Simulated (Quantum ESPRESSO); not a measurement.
# SiC (Moissanite 3C): from Born charge to LO-TO splitting

Wanted: the LO mode of SiC (Moissanite 3C) from the TO mode and the field response.

Main program and level: Quantum ESPRESSO 7.5; DFT LDA, scalar-relativistic, plane waves, PseudoDojo norm-conserving pseudopotentials.

### 1. Set-up

Symmetry: F-43m, No. 216, cubic system. The conventional cell has a = 4.326 Å, b = 4.326 Å, c = 4.326 Å, α = 90.00°, β = 90.00°, γ = 90.00°. Nearest to Si lie 4 C at 1.87 Å. Nearest to C lie 4 Si at 1.87 Å. Farther neighbours are not listed.

This is the cell after its relaxation at this level of theory, not the database cell from which that began.

### 2. What the response run gave

A linear-response run on the relaxed cell, with the response to an electric field; only its zone-centre results are used. Cutoff 82 Ry, k mesh 12×12×12.

The program printed:

```text
[banners, grids, parts of the stress and lines that vanish by symmetry left out]
Program PHONON v.7.5
     Reading xml data from directory:

[...]
Exchange-correlation= PW
                           (   1   4   0   0   0   0   0)
[...]
kinetic-energy cut-off    =      82.0000  Ry
     charge density cut-off    =     328.0000  Ry
     convergence threshold     =      1.0E-18
[...]
Exchange-correlation= PW
                           (   1   4   0   0   0   0   0)
[...]
q = (   0.0000000   0.0000000   0.0000000 )
     25 Sym.Ops. (with q -> -q+G )
     G cutoff =  277.5686  (  13731 G-vectors)     FFT grid: ( 36, 36, 36)
     number of k points=    72
[...]
Mode symmetry, T_d (-43m)  point group:
[...]
Dielectric constant
[...]
End of electric fields calculation
          Dielectric constant in cartesian axis
          (       6.878969137      -0.000000000      -0.000000000 )
          (      -0.000000000       6.878969137       0.000000000 )
          (      -0.000000000      -0.000000000       6.878969137 )
          Effective charges (d Force / dE) in cartesian axis without acoustic sum rule applied (asr)
           atom    1  Si    Mean Z*:        2.72194
      Ex  (        2.72194        0.00000       -0.00000 )
      Ey  (        0.00000        2.72194        0.00000 )
      Ez  (       -0.00000        0.00000        2.72194 )
           atom    2  C     Mean Z*:       -2.72340
      Ex  (       -2.72340        0.00000        0.00000 )
      Ey  (       -0.00000       -2.72340       -0.00000 )
      Ez  (        0.00000       -0.00000       -2.72340 )
          Effective charges Sum: Mean:       -0.00146
[...]
Effective charges (d Force / dE) in cartesian axis with asr applied:
           atom    1  Si    Mean Z*:        2.72267
[...]
atom    2  C     Mean Z*:       -2.72267
[...]
Representation #   1 modes #   1   2   3
[...]
End of self-consistent calculation
     Convergence has been achieved
     Representation #   2 modes #   4   5   6
[...]
End of self-consistent calculation
     Convergence has been achieved
[...]
Dielectric constant in cartesian axis
          (       6.878969137      -0.000000000      -0.000000000 )
          (      -0.000000000       6.878969137       0.000000000 )
          (      -0.000000000      -0.000000000       6.878969137 )
          Effective charges (d Force / dE) in cartesian axis without acoustic sum rule applied (asr)
           atom    1  Si    Mean Z*:        2.72194
      Ex  (        2.72194        0.00000       -0.00000 )
      Ey  (        0.00000        2.72194        0.00000 )
      Ez  (       -0.00000        0.00000        2.72194 )
           atom    2  C     Mean Z*:       -2.72340
      Ex  (       -2.72340        0.00000        0.00000 )
      Ey  (       -0.00000       -2.72340       -0.00000 )
      Ez  (        0.00000       -0.00000       -2.72340 )
          Effective charges Sum: Mean:       -0.00146
[...]
Effective charges (d Force / dE) in cartesian axis with asr applied:
           atom    1  Si    Mean Z*:        2.72267
[...]
atom    2  C     Mean Z*:       -2.72267
[...]
q = (    0.000000000   0.000000000   0.000000000 )
[...]
freq (    1) =       0.018980 [THz] =       0.633097 [cm-1]
     freq (    2) =       0.018980 [THz] =       0.633097 [cm-1]
     freq (    3) =       0.018980 [THz] =       0.633097 [cm-1]
     freq (    4) =      23.926911 [THz] =     798.115855 [cm-1]
     freq (    5) =      23.926911 [THz] =     798.115855 [cm-1]
     freq (    6) =      23.926911 [THz] =     798.115855 [cm-1]
[...]
Mode symmetry, T_d (-43m)  point group:
     freq (   1-   3) =          0.6  [cm-1]   --> T_2  G_15 P_4   I+R
     freq (   4-   6) =        798.1  [cm-1]   --> T_2  G_15 P_4   I+R

   JOB DONE.
```

```csv
quantity,value
cell volume Ω (Å³),20.234
mass of Si (u),28.085
mass of C (u),12.011
"Born charge of Si, raw (e)",2.722
"Born charge of C, raw (e)",-2.723
ε∞,6.879
ω(TO) after the sum rule (cm⁻¹),798.1
```

### 3. The calculation

The charges must sum to zero over the cell; taking off their mean, -0.001 e, leaves Z* = 2.723 e on Si. In the polar mode Si moves against C, so the reduced mass is μ = 28.09 × 12.01 / 40.10 = 8.413 u.

A longitudinal wave builds up a field that adds to the restoring force: ω(LO)² = ω(TO)² + 4π Z*² / (μ Ω ε∞), in Hartree atomic units. With μ = 15336 electron masses and Ω = 136.54 bohr³ the second term is 6.4668e-06 Ha², or 311498 cm⁻² (1 Ha = 219474.6 cm⁻¹).

So ω(LO) = √(636980 + 311498) = 973.9 cm⁻¹, and by the Lyddane-Sachs-Teller relation ε₀ = ε∞ (ω(LO)/ω(TO))² = 10.24.

### 4. Check against the program

The analysis program adds the same non-analytic term to the full matrix, here for q along (1 0 0).

The program printed:

```text
[banner, memory and clock lines left out]
Program DYNMAT v.7.5

     Reading Dynamical Matrix from file g.dyn
     ...Force constants read
     ...epsilon and Z* read

     Polarizability (A^3 units)
     multiply by 0.337877 for Clausius-Mossotti correction
         9.465948   -0.000000   -0.000000
        -0.000000    9.465948   -0.000000
        -0.000000    0.000000    9.465948

     IR activities are in (D/A)^2/amu units

# mode   [cm-1]    [THz]      IR
    1     -0.00   -0.0000    0.0000
    2     -0.00   -0.0000    0.0000
    3      0.00    0.0000    0.0000
    4    798.11   23.9269   20.3285
    5    798.11   23.9269   20.3285
    6    973.90   29.1969   20.3285
```

ε₀ comes from the program's run without a direction of q.

```csv
quantity,by hand,program
ω(LO) (cm⁻¹),973.9,973.9
ε₀,10.24,10.24
```

### 5. What came out

| Property | Result |
| --- | --- |
| TO mode | 798.1 cm⁻¹ |
| LO mode | 973.9 cm⁻¹ |
| static dielectric constant | 10.24 |

What this shows: The LO mode of SiC (Moissanite 3C) lies at 974 cm⁻¹, 176 cm⁻¹ above the TO mode; the formula meets the program within 0.1 cm⁻¹, as it must for a cubic crystal with one polar mode. ω(LO)² − ω(TO)² goes with Z*²/ε∞: an error of 5 % in ε∞ would move the LO mode by 7.6 cm⁻¹, and semilocal functionals tend to overestimate ε∞. These are harmonic values at zero temperature, at the volume of this functional, for the structure held cubic; stability elsewhere in the zone is no part of this calculation.

[Host names and launcher messages were left out of these logs when they were recorded.]

[Logs are printed without paths, hosts, clocks, repeated set-up lines and the standing remarks that a program may print on its own settings, such as how far it seeks lower states.]

[Hosts, paths, dates, database ids (printed as entryN), source tags and the programs' standing remarks are cut or masked in the printed files.]
